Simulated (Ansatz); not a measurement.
# Dielectric response of MgO (110) films, part 2 of 3

Wanted: ε of rocksalt MgO (110) by finite fields on slabs, and the band edges against the vacuum where run.

Ansatz 0.2.0; plane-wave DFT, PBE, Ansatz PAW (the session's first sound run).

So far, gap on the k-mesh (eV): step 2 (relaxation, 10 atoms, units 5) 1.88; step 4 (applied field, field 0.05 V/Å) 1.83; step 5 (applied field, field -0.05 V/Å) 1.83; step 7 (field 0.05 V/Å, other threshold, other force threshold) 1.87; step 8 (field -0.05 V/Å, other threshold, other force threshold) 1.87.

## 10. Relaxing the film, 16 atoms, units 8

This step: plane-wave DFT, PBE, Ansatz PAW (Ansatz 0.2.0).

System of this step: MgO (110), 8 units. The cell holds 16 atoms: 8 Mg and 8 O. Cell: a = 2.977 Å, b = 4.210 Å, c = 28.419 Å, α = 90.0°, β = 90.0°, γ = 90.0°. It derives from MgO (rocksalt MgO). Vacuum lies along c.

The next thickness, treated alike, so that differences show the interior and the faces cancel.

input.yaml

```yaml
crystal:
  lattice:
    - [2.97691955, 0.0, 0.0]
    - [0.0, 4.21, 0.0]
    - [0.0, 0.0, 28.4192184208]
  atoms:
    - { symbol: Mg, position: [0.5, 0.5, 0.3166871047] }
    - { symbol: O, position: [0.5, 0.0, 0.3166871047] }
    - { symbol: Mg, position: [0.0, 0.0, 0.3690622177] }
    - { symbol: O, position: [0.0, 0.5, 0.3690622177] }
    - { symbol: Mg, position: [0.5, 0.5, 0.4214373306] }
    - { symbol: O, position: [0.5, 0.0, 0.4214373306] }
    - { symbol: Mg, position: [0.0, 0.0, 0.4738124435] }
    - { symbol: O, position: [0.0, 0.5, 0.4738124435] }
    - { symbol: Mg, position: [0.5, 0.5, 0.5261875565] }
    - { symbol: O, position: [0.5, 0.0, 0.5261875565] }
    - { symbol: Mg, position: [0.0, 0.0, 0.5785626694] }
    - { symbol: O, position: [0.0, 0.5, 0.5785626694] }
    - { symbol: Mg, position: [0.5, 0.5, 0.6309377823] }
    - { symbol: O, position: [0.5, 0.0, 0.6309377823] }
    - { symbol: Mg, position: [0.0, 0.0, 0.6833128953] }
    - { symbol: O, position: [0.0, 0.5, 0.6833128953] }
kpoints:
  mp_grid: { grid: [10, 6, 1] }
hamiltonian:
  xc: pbe
scf:
  occupations: { method: fixed }
  convergence: { dr2_threshold: 1.0e-09 }
efield:
  axis: 3
  dipole_correction: true
  ramp_position: 0.97
  ramp_width: 0.06
relax:
  f_tol: 0.003
  max_steps: 100
output:
  write_potential: true
  write_density: true
  volumetric_format: npy
```

Run with:

```console
$ ansatz run input.yaml --threads 4 --pin off --max-ram 8192MiB --backend cpu --events-out ev --progress --plain --runs-dir out
```

The job ended after 95 s (4 threads of Arm Neoverse V1, shared host; peak memory 1.1 GiB).

Step by step:

```
step  energy less that of the first step (eV)  largest force component (eV/Å)
   1                                   0.0000                          0.9918
   2                                  -0.1310                          0.6152
   3                                  -0.2177                          0.1290
   4                                  -0.2225                          0.0394
   5                                  -0.2227                          0.0065
   6                                  -0.2227                          0.0004
```

Forces are held to the 4 operations that the run works with; a distortion that breaks them can't arise in this run.

The atoms that moved most (Å):

```
atom     dx     dy      dz  length
Mg13  0.000  0.000   0.131   0.131
 Mg3  0.000  0.000  -0.131   0.131
  O4  0.000  0.000  -0.072   0.072
 O14  0.000  0.000   0.072   0.072
 Mg1  0.000  0.000   0.054   0.054
Mg15  0.000  0.000  -0.054   0.054
 O16  0.000  0.000   0.035   0.035
  O2  0.000  0.000  -0.035   0.035
```

The relaxation took 6 steps and lowered the energy by 0.22 eV; the largest force on the free atoms ends at 3.9e-4 eV/Å.

The gap is 2.09 eV, with the valence edge 4.61 eV and the conduction edge 2.52 eV under the upper vacuum level.

## 11. Single point on the relaxed film, 16 atoms, units 8

input.yaml

```yaml
crystal:
  lattice:
    - [2.97691955, 0.0, 0.0]
    - [0.0, 4.21, 0.0]
    - [0.0, 0.0, 28.4192184208]
  atoms:
    - { symbol: Mg, position: [0.5, 0.5, 0.3185943506] }
    - { symbol: O, position: [0.5, 0.0, 0.3154552557] }
    - { symbol: Mg, position: [0.0, 0.0, 0.3644638366] }
    - { symbol: O, position: [0.0, 0.5, 0.3665182721] }
    - { symbol: Mg, position: [0.5, 0.5, 0.4212525282] }
    - { symbol: O, position: [0.5, 0.0, 0.4205006803] }
    - { symbol: Mg, position: [0.0, 0.0, 0.4728869787] }
    - { symbol: O, position: [0.0, 0.5, 0.4733526871] }
    - { symbol: Mg, position: [0.5, 0.5, 0.5271130221] }
    - { symbol: O, position: [0.5, 0.0, 0.5266473124] }
    - { symbol: Mg, position: [0.0, 0.0, 0.5787474726] }
    - { symbol: O, position: [0.0, 0.5, 0.5794993185] }
    - { symbol: Mg, position: [0.5, 0.5, 0.635536164] }
    - { symbol: O, position: [0.5, 0.0, 0.6334817268] }
    - { symbol: Mg, position: [0.0, 0.0, 0.6814056498] }
    - { symbol: O, position: [0.0, 0.5, 0.6845447444] }
kpoints:
  mp_grid: { grid: [10, 6, 1] }
hamiltonian:
  xc: pbe
scf:
  occupations: { method: fixed }
  convergence: { dr2_threshold: 1.0e-09 }
efield:
  axis: 3
  dipole_correction: true
  ramp_position: 0.97
  ramp_width: 0.06
output:
  eigenvalues: true
  write_potential: true
  write_density: true
  volumetric_format: npy
  elf: true
```

Wall time 28 s (4 threads); peak memory 1.2 GiB; 1.8 min of CPU time.

The gap is 2.09 eV, with the valence edge 4.61 eV and the conduction edge 2.52 eV under the upper vacuum level.

## 12. Atoms held, 16 atoms, units 8, field 0.05 V/Å

Edit input.yaml of step 11 so:

```diff
@@ -28,3 +28,3 @@
   occupations: { method: fixed }
-  convergence: { dr2_threshold: 1.0e-09 }
+  convergence: { dr2_threshold: 1.0e-10 }
 efield:
@@ -34,4 +34,4 @@
   ramp_width: 0.06
+  amplitude: 0.05
 output:
-  eigenvalues: true
   write_potential: true
@@ -39,2 +39 @@
   volumetric_format: npy
-  elf: true
```

Run time: 33 s. Hardware: 4 threads; peak memory 1.2 GiB.

The dipole is 0.0333 e·Å, and the gap on the mesh 1.955 eV.

## 13. Atoms held, 16 atoms, units 8, field -0.05 V/Å

Edit input.yaml of step 12 so:

```diff
@@ -34,3 +34,3 @@
   ramp_width: 0.06
-  amplitude: 0.05
+  amplitude: -0.05
 output:
```

Run time: 32 s. Hardware: 4 threads; peak memory 1.2 GiB; 2.1 min of CPU time.

The dipole is -0.0333 e·Å, and the gap on the mesh 1.955 eV.

## 14. Response with the atoms held, 16 atoms, units 8

This step: plane-wave DFT, PBE, Ansatz PAW; response to a field along the normal, atoms held (Ansatz 0.2.0).

Local field over the applied field, running mean. From the potentials at -0.05 and 0.05 V/Å; running mean over 1.488 Å, taken twice. The local field over applied field by z:

```
z (Å)  local field over applied field
  4.0                           0.999
  4.5                           0.998
  5.0                           0.995
  5.5                           0.986
  6.0                           0.965
  6.5                           0.919
  7.0                           0.825
  7.5                           0.679
  8.0                           0.501
  8.5                           0.340
  9.0                           0.243
  9.5                           0.218
 10.0                           0.246
 10.5                           0.282
 11.0                           0.304
 11.5                           0.306
 12.0                           0.301
 12.5                           0.297
 13.0                           0.299
 13.5                           0.304
 14.0                           0.308
 14.5                           0.308
 15.0                           0.304
 15.5                           0.298
 16.0                           0.297
 16.5                           0.302
 17.0                           0.307
 17.5                           0.302
 18.0                           0.277
 18.5                           0.240
 19.0                           0.218
 19.5                           0.253
 20.0                           0.362
 20.5                           0.530
 21.0                           0.706
 21.5                           0.844
 22.0                           0.928
 22.5                           0.970
 23.0                           0.988
 23.5                           0.996
 24.0                           0.998
```

The induced dipole is that of a conductor 9.63 Å thick.

## 15. Relaxation, 24 atoms, units 12

This step: plane-wave DFT, PBE, Ansatz PAW (Ansatz 0.2.0).

System of this step: MgO (110), 12 units. The cell holds 24 atoms: 12 Mg and 12 O. Its edges and angles: a = 2.977 Å, b = 4.210 Å, c = 34.373 Å, α = 90.0°, β = 90.0°, γ = 90.0°. It derives from MgO (rocksalt MgO). Vacuum lies along c.

input.yaml

```yaml
crystal:
  lattice:
    - [2.97691955, 0.0, 0.0]
    - [0.0, 4.21, 0.0]
    - [0.0, 0.0, 34.3730575184]
  atoms:
    - { symbol: Mg, position: [0.5, 0.5, 0.2618329776] }
    - { symbol: O, position: [0.5, 0.0, 0.2618329776] }
    - { symbol: Mg, position: [0.0, 0.0, 0.3051360726] }
    - { symbol: O, position: [0.0, 0.5, 0.3051360726] }
    - { symbol: Mg, position: [0.5, 0.5, 0.3484391676] }
    - { symbol: O, position: [0.5, 0.0, 0.3484391676] }
    - { symbol: Mg, position: [0.0, 0.0, 0.3917422626] }
    - { symbol: O, position: [0.0, 0.5, 0.3917422626] }
    - { symbol: Mg, position: [0.5, 0.5, 0.4350453575] }
    - { symbol: O, position: [0.5, 0.0, 0.4350453575] }
    - { symbol: Mg, position: [0.0, 0.0, 0.4783484525] }
    - { symbol: O, position: [0.0, 0.5, 0.4783484525] }
    - { symbol: Mg, position: [0.5, 0.5, 0.5216515475] }
    - { symbol: O, position: [0.5, 0.0, 0.5216515475] }
    - { symbol: Mg, position: [0.0, 0.0, 0.5649546425] }
    - { symbol: O, position: [0.0, 0.5, 0.5649546425] }
    - { symbol: Mg, position: [0.5, 0.5, 0.6082577374] }
    - { symbol: O, position: [0.5, 0.0, 0.6082577374] }
    - { symbol: Mg, position: [0.0, 0.0, 0.6515608324] }
    - { symbol: O, position: [0.0, 0.5, 0.6515608324] }
    - { symbol: Mg, position: [0.5, 0.5, 0.6948639274] }
    - { symbol: O, position: [0.5, 0.0, 0.6948639274] }
    - { symbol: Mg, position: [0.0, 0.0, 0.7381670224] }
    - { symbol: O, position: [0.0, 0.5, 0.7381670224] }
kpoints:
  mp_grid: { grid: [10, 6, 1] }
hamiltonian:
  xc: pbe
scf:
  occupations: { method: fixed }
  convergence: { dr2_threshold: 1.0e-09 }
efield:
  axis: 3
  dipole_correction: true
  ramp_position: 0.97
  ramp_width: 0.06
relax:
  f_tol: 0.003
  max_steps: 100
output:
  write_potential: true
  write_density: true
  volumetric_format: npy
```

Wall time 3.5 min (4 threads); peak memory 1.6 GiB.

Relaxation path:

```
step  energy less that of the first step (eV)  largest force component (eV/Å)
   1                                   0.0000                          0.9917
   2                                  -0.1432                          0.6161
   3                                  -0.2335                          0.1191
   4                                  -0.2377                          0.0250
   5                                  -0.2378                          0.0076
   6                                  -0.2379                          0.0002
```

Forces are held to the 4 operations that the run works with; a distortion that breaks them can't arise in this run.

The atoms that moved most (Å):

```
atom     dx     dy      dz  length
Mg21  0.000  0.000   0.174   0.174
 Mg3  0.000  0.000  -0.174   0.174
 O22  0.000  0.000   0.116   0.116
  O4  0.000  0.000  -0.116   0.116
 O24  0.000  0.000   0.079   0.079
  O2  0.000  0.000  -0.079   0.079
  O6  0.000  0.000  -0.071   0.071
 O20  0.000  0.000   0.071   0.071
```

Running mean over 1.488 Å of the planar mean; the ramp of the sawtooth is left out. Table of electron's electrostatic potential energy less the highest filled level by z:

```
z (Å)  electron's electrostatic potential energy less the highest filled level (eV)
    4                                                                          4.60
    5                                                                          4.60
    6                                                                          4.59
    7                                                                          4.40
    8                                                                          1.24
    9                                                                         -5.83
   10                                                                         -6.86
   11                                                                         -5.32
   12                                                                         -5.99
   13                                                                         -6.12
   14                                                                         -5.83
   15                                                                         -6.02
   16                                                                         -5.98
   17                                                                         -5.89
   18                                                                         -6.04
   19                                                                         -5.97
   20                                                                         -5.84
   21                                                                         -6.07
   22                                                                         -6.09
   23                                                                         -5.39
   24                                                                         -6.22
   25                                                                         -6.81
   26                                                                         -2.25
   27                                                                          4.04
   28                                                                          4.56
   29                                                                          4.60
   30                                                                          4.60
   31                                                                          4.60
```

The relaxation took 6 steps and lowered the energy by 0.24 eV; the largest force on the free atoms ends at 1.5e-4 eV/Å.

The gap is 2.13 eV, with the valence edge 4.60 eV and the conduction edge 2.48 eV under the upper vacuum level.

## 16. Side by side

Times are for 4 threads of Arm Neoverse V1, shared host. The series side by side:

```
no.  units  gap by band count (eV)  ionisation energy, upper face (eV)  electron affinity, upper face (eV)     time  memory (GiB)
  1      5                   1.878                               4.569                               2.692     38 s          0.71
  2      8                   2.086                               4.606                               2.521     95 s           1.1
  3     12                   2.129                               4.604                               2.475  3.5 min           1.6
```

The valence density, planar mean (5) oscillates, so the rows of the table below give means over windows of 1.48 Å about each position, cut where the curve ends. Its maxima inside the range that stand out by 2 % of the span (Å: e/Å³): 9.0: 1.59, 10.4: 1.60, 12.0: 1.63, 13.6: 1.60, 14.9: 1.59. Its minima: 9.8: 0.341, 11.2: 0.265, 12.7: 0.265, 14.2: 0.341.

The runs together. Valence density, planar mean against z; means over each step:

```
z (Å)  5 (e/Å³)  8 (e/Å³)  12 (e/Å³)
 5.18    5.6e-5    5.9e-5     6.7e-5
 6.66   0.00266   0.00287    0.00328
 8.14     0.260     0.288      0.331
 9.62     0.966     0.982      0.986
11.10     0.786     0.756      0.759
12.58     0.795     0.862      0.857
14.06     0.962     0.815      0.822
15.54     0.535     0.862      0.840
17.02   0.00555     0.783      0.830
18.50    1.1e-4     0.957      0.841
19.98    2.4e-6     0.585      0.833
21.46         0   0.00652      0.856
22.94         0    1.3e-4      0.802
```

## 17. Single point on the relaxed film, 24 atoms, units 12

input.yaml

```yaml
crystal:
  lattice:
    - [2.97691955, 0.0, 0.0]
    - [0.0, 4.21, 0.0]
    - [0.0, 0.0, 34.3730575184]
  atoms:
    - { symbol: Mg, position: [0.5, 0.5, 0.2621214714] }
    - { symbol: O, position: [0.5, 0.0, 0.2595401278] }
    - { symbol: Mg, position: [0.0, 0.0, 0.3000789182] }
    - { symbol: O, position: [0.0, 0.5, 0.3017549446] }
    - { symbol: Mg, position: [0.5, 0.5, 0.3469591416] }
    - { symbol: O, position: [0.5, 0.0, 0.3463858103] }
    - { symbol: Mg, position: [0.0, 0.0, 0.3898230163] }
    - { symbol: O, position: [0.0, 0.5, 0.390101221] }
    - { symbol: Mg, position: [0.5, 0.5, 0.4342219795] }
    - { symbol: O, position: [0.5, 0.0, 0.4341024259] }
    - { symbol: Mg, position: [0.0, 0.0, 0.477957067] }
    - { symbol: O, position: [0.0, 0.5, 0.4780272561] }
    - { symbol: Mg, position: [0.5, 0.5, 0.5220429329] }
    - { symbol: O, position: [0.5, 0.0, 0.5219727437] }
    - { symbol: Mg, position: [0.0, 0.0, 0.5657780205] }
    - { symbol: O, position: [0.0, 0.5, 0.5658975739] }
    - { symbol: Mg, position: [0.5, 0.5, 0.6101769837] }
    - { symbol: O, position: [0.5, 0.0, 0.6098987789] }
    - { symbol: Mg, position: [0.0, 0.0, 0.6530408585] }
    - { symbol: O, position: [0.0, 0.5, 0.6536141896] }
    - { symbol: Mg, position: [0.5, 0.5, 0.699921082] }
    - { symbol: O, position: [0.5, 0.0, 0.6982450555] }
    - { symbol: Mg, position: [0.0, 0.0, 0.7378785288] }
    - { symbol: O, position: [0.0, 0.5, 0.7404598724] }
kpoints:
  mp_grid: { grid: [10, 6, 1] }
hamiltonian:
  xc: pbe
scf:
  occupations: { method: fixed }
  convergence: { dr2_threshold: 1.0e-09 }
efield:
  axis: 3
  dipole_correction: true
  ramp_position: 0.97
  ramp_width: 0.06
output:
  eigenvalues: true
  dos: { projected: true, e_range: [-7, 7] }
  write_potential: true
  write_density: true
  volumetric_format: npy
checkpoint:
  write: end12.run
  compress: false
  write_wavefunctions: false
```

It took 66 s on 4 threads; peak memory 2 GiB.

Running mean over 1.488 Å of the planar mean; the ramp of the sawtooth is left out. The electron's electrostatic potential energy less the highest filled level by z:

(Unchanged from step 15.)

The gap is 2.13 eV, with the valence edge 4.60 eV and the conduction edge 2.47 eV under the upper vacuum level.

## 18. Single point, 24 atoms, units 12, field 0.05 V/Å

Edit input.yaml of step 17 so:

```diff
@@ -36,3 +36,3 @@
   occupations: { method: fixed }
-  convergence: { dr2_threshold: 1.0e-09 }
+  convergence: { dr2_threshold: 1.0e-10 }
 efield:
@@ -42,5 +42,4 @@
   ramp_width: 0.06
+  amplitude: 0.05
 output:
-  eigenvalues: true
-  dos: { projected: true, e_range: [-7, 7] }
   write_potential: true
@@ -48,5 +47 @@
   volumetric_format: npy
-checkpoint:
-  write: end12.run
-  compress: false
-  write_wavefunctions: false
```

It took 72 s on 4 threads; peak memory 2 GiB; 4.8 min of CPU time.

The dipole is 0.0478 e·Å, and the gap on the mesh 1.873 eV.

## 19. Single point, 24 atoms, units 12, field -0.05 V/Å

Edit input.yaml of step 18 so:

```diff
@@ -42,3 +42,3 @@
   ramp_width: 0.06
-  amplitude: 0.05
+  amplitude: -0.05
 output:
```

Wall time 73 s (4 threads); peak memory 2 GiB.

The dipole is -0.0478 e·Å, and the gap on the mesh 1.873 eV.

## 20. Response with the atoms held, 24 atoms, units 12

This step: plane-wave DFT, PBE, Ansatz PAW; response to a field along the normal, atoms held (Ansatz 0.2.0).

Local field over the applied field, running mean. From the potentials at -0.05 and 0.05 V/Å; running mean over 1.488 Å, taken twice. Local field over applied field against z:

z (Å), local field over applied field and a bar from the least value:
```
      4.5      0.998 ##############################
      5.0      0.995 ##############################
      5.5      0.985 #############################
      6.0      0.963 #############################
      6.5      0.912 ###########################
      7.0      0.815 #######################
      7.5      0.664 #################
      8.0      0.485 ##########
      8.5      0.328 ####
      9.0      0.237 #
      9.5      0.220 
     10.0      0.249 #
     10.5      0.285 ###
     11.0      0.305 ###
     11.5      0.306 ###
     12.0      0.301 ###
     12.5      0.298 ###
     13.0      0.301 ###
     13.5      0.305 ###
     14.0      0.308 ###
     14.5      0.309 ###
     15.0      0.308 ###
     15.5      0.307 ###
     16.0      0.308 ###
     16.5      0.308 ###
     17.0      0.309 ###
     17.5      0.309 ###
     18.0      0.308 ###
     18.5      0.307 ###
     19.0      0.307 ###
     19.5      0.308 ###
     20.0      0.309 ###
     20.5      0.308 ###
     21.0      0.304 ###
     21.5      0.300 ###
     22.0      0.298 ###
     22.5      0.302 ###
     23.0      0.307 ###
     23.5      0.302 ###
     24.0      0.277 ##
     24.5      0.240 #
     25.0      0.218 
     25.5      0.253 #
     26.0      0.363 ######
     26.5      0.531 ############
     27.0      0.706 ###################
     27.5      0.845 ########################
     28.0      0.929 ###########################
     28.5      0.971 #############################
     29.0      0.988 ##############################
     29.5      0.996 ##############################
     30.0      0.998 ##############################
```

The induced dipole is that of a conductor 13.81 Å thick.

[end of part 2 of 3]

[Logs are printed without paths, hosts, clocks, repeated set-up lines and the standing remarks that a program may print on its own settings, such as how far it seeks lower states.]

[Hosts, paths, dates, database ids (printed as entryN), source tags and the programs' standing remarks are cut or masked in the printed files.]

[Maps of the electrostatic potential energy from Ansatz leave out the sawtooth potential of an applied field or a dipole correction, so their vacuum need not be flat; planar profiles and work functions include it.]
